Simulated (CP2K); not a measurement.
Two runs for the O K edge of 1,3-dioxolane. Run A: CP2K XAS_TDP, all-electron GAPW, PBEh(45%), aug-cc-pVDZ, TDA, no relativity. Run B differs in one setting.

First lines with a strength over 0.0015. A:

```
                       atom  energy (eV)  states  strength, one atom
O3 (bonded to 2 C), 2 alike       531.73       1              0.0214
                                  531.84       1              0.0075
                                  532.30       1              0.0225
                                  532.70       1              0.0065
                                  532.83       1              0.0061
```

B:

```
                       atom  energy (eV)  states  strength, one atom
O3 (bonded to 2 C), 2 alike       537.63       1              0.0486
                                  538.20       1              0.0321
                                  538.82       1              0.0055
                                  539.53       1              0.0019
                                  539.65       1              0.0037
```

Which was it: the basis, GW2X switched on, the functional, scalar relativity switched on?

The functional (functional from PBEh(45%) to PBEh(60%); the lines alone don't name the new value). A functional moves all lines by electronvolts and changes their spacings and strengths. Against PBEh(45%) in aug-cc-pVDZ, the leading line moves by +5.90 eV, to 537.63 eV; the strength of O3's goes from 0.0214 to 0.0486. The next line of O3 over the strength cut lies 0.57 eV higher, against 0.11.

[Banner, clock and machine lines of the logs are left out without a mark of their own.]

[Logs are printed without paths, hosts, clocks, repeated set-up lines and the standing remarks that a program may print on its own settings, such as how far it seeks lower states.]

[Hosts, paths, dates, database ids (printed as entryN), source tags and the programs' standing remarks are cut or masked in the printed files.]
